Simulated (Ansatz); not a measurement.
# Quasi-harmonic thermodynamics of K2Pt (Fm-3m)

Aim: the lattice, expansion, heat capacity and bulk modulus of K2Pt as it warms. The starting cell is a computed one from a database.

Main program and level: Ansatz 0.2.0; DFT PBEsol, scalar-relativistic, plane waves, PAW.

**1. The structure**

The structure is cubic, space group Fm-3m (No. 225). Conventional cell: a = 7.563 Å, b = 7.563 Å, c = 7.563 Å, α = 90.00°, β = 90.00°, γ = 90.00°. Nearest to K lie 4 Pt at 3.27 Å. Nearest to Pt lie 8 K at 3.27 Å. Farther neighbours are not listed.

**2. Probe on a coarse mesh**

Before spending time, one coarse run tells the gap and the pressure of the starting cell.

File input.yaml:

```yaml
crystal:
  lattice:
    - [0.0, 3.78146314, 3.78146314]
    - [3.78146314, 0.0, 3.78146314]
    - [3.78146314, 3.78146314, 0.0]
  atoms:
    - { symbol: K, position: [0.75, 0.75, 0.75] }
    - { symbol: K, position: [0.25, 0.25, 0.25] }
    - { symbol: Pt, position: [0.0, 0.0, 0.0] }
kpoints:
  mp_grid: { grid: [4, 4, 4] }
hamiltonian:
  xc: pbesol
scf:
  occupations: { method: gaussian, width: 0.1 }
output:
  forces: true
  stress: true
  eigenvalues: true
```

Run with:

```bash
$ ansatz run input.yaml --threads 4 --pin off --max-ram 8192MiB --backend cpu --events-out ev --progress --plain --runs-dir out
```

Numbers of over 12 decimals in the logs are rounded to 6 here.

The log of the run:

```text
Engine: ansatz 0.2.0, aarch64-unknown-linux-gnu
Pseudopotentials: kind: paw
Pseudopotential: K, paw, valence charge 9, recommended cutoff 420 eV (normal), K.paw.azcp
Pseudopotential: Pt, paw, valence charge 18, recommended cutoff 420 eV (normal), Pt.paw.azcp
Functional definition: PBEsol
  exchange = pbesol_x
  correlation = pbesol_c
Crystal: 3 atoms, lattice volume = 108.146 Å³
Basis set: ecut = 420 eV, 2085 PW (Γ), exchange–correlation on 72×72×72 points (8 copies of the dense FFT grid, shifted against one another)
Bands: 22, of which v1, the nominal top of the filled ones, is band 18 counted from 1 (17 counted from 0)
Symmetry: 48 space group operations
Space group: Fm-3m (ITA 225), of the structure as read, at distance tolerance 4.8e-5 Å
k-points: 8 of 64
Non-local potential: K, projectors of the file, l = 0: 3, l = 1: 2, l = 2: 2
Non-local potential: Pt, projectors of the file, l = 0: 3, l = 1: 2, l = 2: 2, l = 3: 1
PAW form: soft (Blöchl's): semilocal exchange-correlation on the pseudo side does not see the compensation charge
PAW frozen core: K, regenerated for the run's functional, and the local potential with it (the file was generated under x = pbe(κ = 0.804, μ = 0.219515), c = pbe(β = 0.066725))
PAW frozen core: Pt, regenerated for the run's functional, and the local potential with it (the file was generated under x = pbe(κ = 0.804, μ = 0.219515), c = pbe(β = 0.066725))
PAW one-centre angular grid: K, 110 points (default); XC on 64 Gauss nodes
PAW one-centre angular grid: Pt, 590 points (default); XC on 64 Gauss nodes
Initial density: superposition of atomic densities (neutral atoms: chi_scale 0, normalization atom), corrected by the library's trained network
Initial wavefunctions: pseudopotential atomic-orbital guess
Functional: x = pbesol(κ = 0.804, μ = 0.123457), c = pbesol(β = 0.046)
SCF iter   1: F=—  HF=-15415.416325 eV  |F-HF|=—  |Δ(HF+E_count)|=         —  Δρ=2.76e-3  dr2=1.06e-2  ethr=1.77e-3  ⟨swp⟩=5.4  Hψ=771  notcnv=0
preconditioner: auto → none  [insulator: Δε(μ)=1.380 eV  Ē_g=10.339 eV  σ=0.100 eV  W_gap=1.00  n_scr=14 (ndim 8)  ℏωp=17.5 eV  f_vac=0.156  D(μ)=0.00/eV (n_scr^D=0)  ε∞_Penn≈3.9]
SCF iter   2: F=—  HF=-15415.418904 eV  |F-HF|=—  |Δ(HF+E_count)|=   2.58e-3  Δρ=2.98e-3  dr2=1.62e-2  ethr=2.96e-5  ⟨swp⟩=3.0  Hψ=381  notcnv=0
SCF iter   3: F=—  HF=-15415.416256 eV  |F-HF|=—  |Δ(HF+E_count)|=   2.65e-3  Δρ=7.66e-4  dr2=7.06e-4  ethr=2.96e-5  ⟨swp⟩=2.0  Hψ=223  notcnv=0
SCF iter   4: F=—  HF=-15415.416461 eV  |F-HF|=—  |Δ(HF+E_count)|=   2.05e-4  Δρ=1.79e-4  dr2=3.85e-5  ethr=1.96e-6  ⟨swp⟩=2.0  Hψ=224  notcnv=0
SCF iter   5: F=—  HF=-15415.416498 eV  |F-HF|=—  |Δ(HF+E_count)|=   3.67e-5  Δρ=2.11e-5  dr2=5.81e-7  ethr=1.07e-7  ⟨swp⟩=2.0  Hψ=224  notcnv=0
SCF iter   6: F=-15415.416499 eV  HF=-15415.416499 eV  |F-HF|=2.41e-9  |Δ(HF+E_count)|=   6.03e-7  Δρ=2.71e-6  dr2=9.36e-9  ethr=2.78e-10  ⟨swp⟩=6.4  Hψ=847  notcnv=0
SCF 1 converged in 6 iterations: F = -15415.416499 eV  dr2 = 9.36e-9
  greatest PAW one-centre occupation: 1.000 electrons in one spin orbital (limit 2), on the Pt atom at site 2 (counted from 0), in its partial waves of l = 0
SCF converged after 6 iterations
Free energy (F): -15415.416499 eV
Harris-Foulkes:  -15415.416499 eV  (|F-HF|=2.41e-9)
Internal energy: -15415.416499 eV  (E = F + TS)
E sigma→0 (E₀):  -15415.416499 eV
Fermi energy:    5.179610 eV
--- Per-component energies (eV) ---
  E_band       = -604.235190
  E_kinetic    = 1151.330768
  E_local      = -4289.923110  (includes V_loc(G=0)·N_el)
  E_nonlocal   = 233.362444
  E_hartree    = 1641.851427
  E_xc         = -526.356062
  E_vxc        = -628.391424  (∫ρ·V_xc dr)
  E_paw        = -10842.155659  (= ΣΔE_a)
  E_vpaw       = -354.310558  (= ΣTr[D̂ρ^β])
  E_aug_tail   = 0.000179  (compensation charges beyond the density's cutoff)
  E_ewald      = -2784.029237
  E_core_change = 0.502752  (= ΣΔE_core)
  E_smearing   = -0.000000  (= −TS)
  E_closure    = 0.000000  (closes the sum)
  Σ components = -15415.416499   (vs F -15415.416499, Δ=0.00e0)
--- Forces (eV/Å), atoms counted from 1 ---
  atom   1  K     -0.00000000    -0.00000000     0.00000000
  atom   2  K      0.00000000    -0.00000000     0.00000000
  atom   3  Pt    -0.00000000     0.00000000    -0.00000000
  max |Σ_I F_I| component: 1.85e-17 eV/Å
--- Stress (GPa, compression-positive) ---
       -0.535726      -0.000000      -0.000000
       -0.000000      -0.535726       0.000000
        0.000000      -0.000000      -0.535726
  P = ⅓ Tr σ = -0.5357 GPa (-5.357 kbar)
--- Band table (eV; the first three rows and the last of 8) ---
  k-point 0: bands = [... 14 lower, 4.3148, 4.4499, 4.4499, 4.4499, 8.0226, 8.0226, 8.0226, 10.0254]
  k-point 1: bands = [... 14 lower, 4.3395, 4.3863, 4.4436, 4.4436, 6.8121, 8.3249, 8.3249, 10.3992]
  k-point 2: bands = [... 14 lower, 4.3617, 4.3697, 4.4415, 4.4415, 5.8503, 8.6636, 8.6636, 10.5950]
  k-point 7: bands = [... 14 lower, 4.2781, 4.2781, 4.4487, 4.4574, 7.1169, 7.1169, 7.7001, 9.5876]
```

Run time: 0.49 s. Hardware: 4 threads of Arm Neoverse V1, shared host; peak memory 0.31 GiB; 1.5 s of CPU time.

Reading the cycles: dr2 is the Hartree energy of the density residual (eV), the measure of convergence; HF is the Harris–Foulkes estimate of the energy, which meets the free energy F at convergence.

A gap read on the k-mesh alone can miss the band edges.

This step gave:

```
pressure          : -0.5357 GPa
gap on the k-mesh : 1.339 eV
volume per atom   : 36.05 Å³
```

The start is under -0.54 GPa at this level and looks like an insulator or semiconductor on this mesh.

**3. Relaxation**

Phonons are second derivatives about a minimum, so cell and atoms are relaxed first, inside the symmetry of the start.

input.yaml, the sections that differ from step 2:

```yaml
kpoints:
  mp_grid: { grid: [6, 6, 6] }
scf:
  occupations: { method: gaussian, width: 0.02 }
relax:
  adjacent_minimum: "off"
  f_tol: 0.005
  max_steps: 80
  cell: { stress_tol: 0.05 }
# crystal, hamiltonian, output: as in step 2
```

The log of the run:

```text
[...]
Crystal: 3 atoms, lattice volume = 108.146 Å³
Basis set: ecut = 420 eV, 2085 PW (Γ), exchange–correlation on 72×72×72 points (8 copies of the dense FFT grid, shifted against one another)
Bands: 22, of which v1, the nominal top of the filled ones, is band 18 counted from 1 (17 counted from 0)
Symmetry: 48 space group operations
[...]
k-points: 16 of 216
[...]
SCF iter   1: F=—  HF=-15415.418076 eV  |F-HF|=—  |Δ(HF+E_count)|=         —  Δρ=2.73e-3  dr2=1.01e-2  ethr=1.77e-3  ⟨swp⟩=6.1  Hψ=1669  notcnv=0
[...]
SCF iter   6: F=-15415.418249 eV  HF=-15415.418249 eV  |F-HF|=3.40e-9  |Δ(HF+E_count)|=   6.00e-7  Δρ=2.99e-6  dr2=1.25e-8  ethr=2.78e-10  ⟨swp⟩=6.2  Hψ=1585  notcnv=0
SCF 1 converged in 6 iterations: F = -15415.418249 eV  dr2 = 1.25e-8
[...]
relax step   1: F+E_penalty+E_count = -15415.41824874 eV  Δ(F+E_penalty+E_count) = +0.000e0 eV  max|allowed force component| = 7.710e-18 eV/Å  Δτ_max = 0.0000 Å  P = -0.537 GPa  Ω = 108.146 Å³  (6 SCF iters, dr2 threshold 1.00e-7 eV, accepted)
Crystal: 3 atoms, lattice volume = 106.438 Å³
[...]
iter 1 solved again at ethr=8.20e-6 eV; its pass at ethr=3.10e-3 eV (dr2=2.95e-3 eV) is discarded
[...]
SCF iter   6: F=-15415.422798 eV  HF=-15415.422798 eV  |F-HF|=3.53e-10  |Δ(HF+E_count)|=   7.50e-9  Δρ=4.51e-7  dr2=2.82e-10  ethr=9.55e-11  ⟨swp⟩=2.0  Hψ=928  notcnv=0
SCF 2 converged in 6 iterations: F = -15415.422798 eV  dr2 = 2.82e-10
relax step   2: F+E_penalty+E_count = -15415.42279755 eV  Δ(F+E_penalty+E_count) = -4.549e-3 eV  max|allowed force component| = 5.397e-17 eV/Å  Δτ_max = 0.0000 Å  P = -0.300 GPa  Ω = 106.438 Å³  energy of the carried Pulay correction = +7.043e-5 eV  (6 SCF iters, dr2 threshold 3.00e-7 eV, accepted)
Crystal: 3 atoms, lattice volume = 104.352 Å³
[...]
SCF iter   6: F=-15415.424749 eV  HF=-15415.424749 eV  |F-HF|=1.53e-10  |Δ(HF+E_count)|=   1.01e-8  Δρ=9.33e-7  dr2=7.20e-10  ethr=7.51e-11  ⟨swp⟩=2.0  Hψ=1072  notcnv=0
SCF 3 converged in 6 iterations: F = -15415.424749 eV  dr2 = 7.20e-10
relax step   3: F+E_penalty+E_count = -15415.42474878 eV  Δ(F+E_penalty+E_count) = -1.951e-3 eV  max|allowed force component| = 4.703e-17 eV/Å  Δτ_max = 0.0000 Å  P = +0.019 GPa  Ω = 104.352 Å³  energy of the carried Pulay correction = +1.580e-4 eV  (6 SCF iters, dr2 threshold 2.25e-7 eV, accepted)
[...]
SCF iter   5: F=-15415.424562 eV  HF=-15415.424562 eV  |F-HF|=1.46e-11  |Δ(HF+E_count)|=  9.02e-10  Δρ=1.61e-7  dr2=6.30e-12  ethr=1.00e-12  ⟨swp⟩=4.0  Hψ=1653  notcnv=0
SCF 4 converged in 5 iterations: F = -15415.424562 eV  dr2 = 6.30e-12
relax step   4: F+E_penalty+E_count = -15415.42456154 eV  Δ(F+E_penalty+E_count) = +1.872e-4 eV  max|allowed force component| = 4.163e-17 eV/Å  Δτ_max = 0.0000 Å  P = +0.021 GPa  Ω = 104.352 Å³  stress off target by 2.12e-2 GPa  SCF on the basis re-selected at this cell (its energy is not comparable with the rows above)  (5 SCF iters)
basis re-selected at this cell: Δ(F+E_penalty+E_count) = +1.872e-4 eV, ΔP = +0.002 GPa vs the last step (what re-selecting the basis moved, of the pressure what is left beyond the Pulay correction that the steps carried, after the strain that the cell walked since its last selection, with what the two solves' SCF thresholds leave and, on support functions, any second-order correction that the steps lacked; it is no m [...]
SCF converged after 5 iterations
Free energy (F): -15415.424562 eV
[...]
Internal energy: -15415.424562 eV  (E = F + TS)
E sigma→0 (E₀):  -15415.424562 eV
Fermi energy:    5.458418 eV
[...]
--- Stress (GPa, compression-positive) ---
        0.021167       0.000000       0.000000
        0.000000       0.021167       0.000000
        0.000000       0.000000       0.021167
  P = ⅓ Tr σ = 0.0212 GPa (0.212 kbar)
--- Band table (eV; the first three rows and the last of 16) ---
  k-point 0: bands = [... 14 lower, 4.5456, 4.7071, 4.7071, 4.7071, 8.3106, 8.3106, 8.3106, 10.4504]
  k-point 1: bands = [... 14 lower, 4.5597, 4.6692, 4.7017, 4.7017, 7.6131, 8.4682, 8.4682, 10.7419]
  k-point 2: bands = [... 14 lower, 4.5883, 4.6129, 4.6923, 4.6923, 6.6626, 8.8155, 8.8155, 10.8216]
  k-point 15: bands = [... 14 lower, 4.4605, 4.5943, 4.7037, 4.7117, 6.9148, 8.1124, 8.1373, 9.7477]
--- Relaxed structure (3 steps of the walk, 3 accepted, 1 SCFs on fresh bases) ---
  F+E_penalty+E_count = -15415.42456154 eV   max|allowed force component| = 4.163e-17 eV/Å   (the final SCF, on the basis selected at the relaxed cell)
  cell:  # Å, volume = 104.3516 Å³
    - [0, 3.736713, 3.736713]
    - [3.736713, 0, 3.736713]
    - [3.736713, 3.736713, 0]
  atoms:
    - { symbol: K, position: [0.75, 0.75, 0.75] }
    - { symbol: K, position: [0.25, 0.25, 0.25] }
    - { symbol: Pt, position: [0, 0, 0] }
```

It took 2.8 s on 4 threads; peak memory 0.37 GiB; 9.9 s of CPU time.

Step by step:

| step | energy less that of the first step (eV) | largest force component (eV/Å) | pressure (GPa) | volume (Å³) |
| --- | --- | --- | --- | --- |
| 1 | 0.0000 | 0.0000 | -0.54 | 108.15 |
| 2 | -0.0045 | 0.0000 | -0.30 | 106.44 |
| 3 | -0.0065 | 0.0000 | 0.02 | 104.35 |
| 4* | -0.0063 | 0.0000 | 0.02 | 104.35 |

Relaxation steps marked * repeat the geometry before them on a plane-wave basis chosen anew for their cell, so energy and pressure can jump there.

The run keeps the 48 symmetry operations that it works with, so distortions that break them were not tested.

| conventional cell, symmetrised | before | after | change |
| --- | --- | --- | --- |
| a (Å) | 7.563 | 7.473 | -1.2 % |
| b (Å) | 7.563 | 7.473 | -1.2 % |
| c (Å) | 7.563 | 7.473 | -1.2 % |
| volume (Å³/atom) | 36.05 | 34.78 | -3.5 % |

The relaxed structure:

```
K Pt
1.0
     0.00000    3.73671    3.73671
     3.73671    0.00000    3.73671
     3.73671    3.73671    0.00000
K Pt
2 1
Direct
  0.75000 0.75000 0.75000
  0.25000 0.25000 0.25000
  0.00000 0.00000 0.00000
```

This step gave:

- pressure: 0.02117 GPa
- gap on the k-mesh: 1.404 eV
- volume per atom: 34.78 Å³

The relaxation ends with a pressure of 0.02 GPa.

**4. Tight relaxation**

The relaxation is repeated with tighter thresholds on force and stress, since phonons are sensitive to what is left; a change of mesh or smearing in the input moves the cell too.

input.yaml, the sections that differ from step 3:

```yaml
crystal:
  lattice:
    - [0.0, 3.7367130728, 3.7367130728]
    - [3.7367130728, 0.0, 3.7367130728]
    - [3.7367130728, 3.7367130728, 0.0]
  atoms:
    - { symbol: K, position: [0.75, 0.75, 0.75] }
    - { symbol: K, position: [0.25, 0.25, 0.25] }
    - { symbol: Pt, position: [0.0, 0.0, 0.0] }
scf:
  occupations: { method: fixed }
relax:
  adjacent_minimum: "off"
  f_tol: 0.001
  max_steps: 60
  cell: { stress_tol: 0.01 }
# kpoints, hamiltonian, output: as in step 3
```

The log of the run:

```text
[...]
Crystal: 3 atoms, lattice volume = 104.352 Å³
Basis set: ecut = 420 eV, 2085 PW (Γ), exchange–correlation on 72×72×72 points (8 copies of the dense FFT grid, shifted against one another)
Bands: 22, of which v1, the nominal top of the filled ones, is band 18 counted from 1 (17 counted from 0)
Symmetry: 48 space group operations
[...]
k-points: 16 of 216
[...]
k-point 15: bands = [... 14 lower, 4.4518, 4.5854, 4.6947, 4.7029, 6.9029, 8.0991, 8.1247, 9.7346]
--- Relaxed structure (3 steps of the walk, 3 accepted, 1 SCFs on fresh bases) ---
[...]
cell:  # Å, volume = 104.4829 Å³
    - [0, 3.738280, 3.738280]
    - [3.738280, 0, 3.738280]
    - [3.738280, 3.738280, 0]
  atoms:
    - { symbol: K, position: [0.750000, 0.750000, 0.750000] }
    - { symbol: K, position: [0.250000, 0.250000, 0.250000] }
    - { symbol: Pt, position: [0, 0, 0] }
[key lines of the parts left out:]
SCF converged after 6 iterations
Free energy (F): -15415.424571 eV
Fermi energy:    4.747602 eV
P = ⅓ Tr σ = -0.0001 GPa (-0.001 kbar)
```

Elapsed: 2.5 s, on 4 threads; peak memory 0.35 GiB.

Little changed from the start: no atom moved by 0.005 Å and no cell edge by 0.1 %.

This step gave:

```yaml
pressure: -5.34e-5 GPa
gap_on_the_k_mesh: 1.402 eV
volume_per_atom: 34.83 Å³
```

The residual pressure is -5.3e-5 GPa, small enough for phonons.

(Part 1 of 3 ends here.)

[Logs are printed without paths, hosts, clocks, repeated set-up lines and the standing remarks that a program may print on its own settings, such as how far it seeks lower states.]

[Hosts, paths, dates, database ids (printed as entryN), source tags and the programs' standing remarks are cut or masked in the printed files.]

[A step with changed settings may run another functional than the one named; its input shows which.]

[Pressures of single members of a volume series are the stress at the run's cutoff; with an incomplete basis they can lie off −dE/dV of the same runs, and they are not shown converged.]
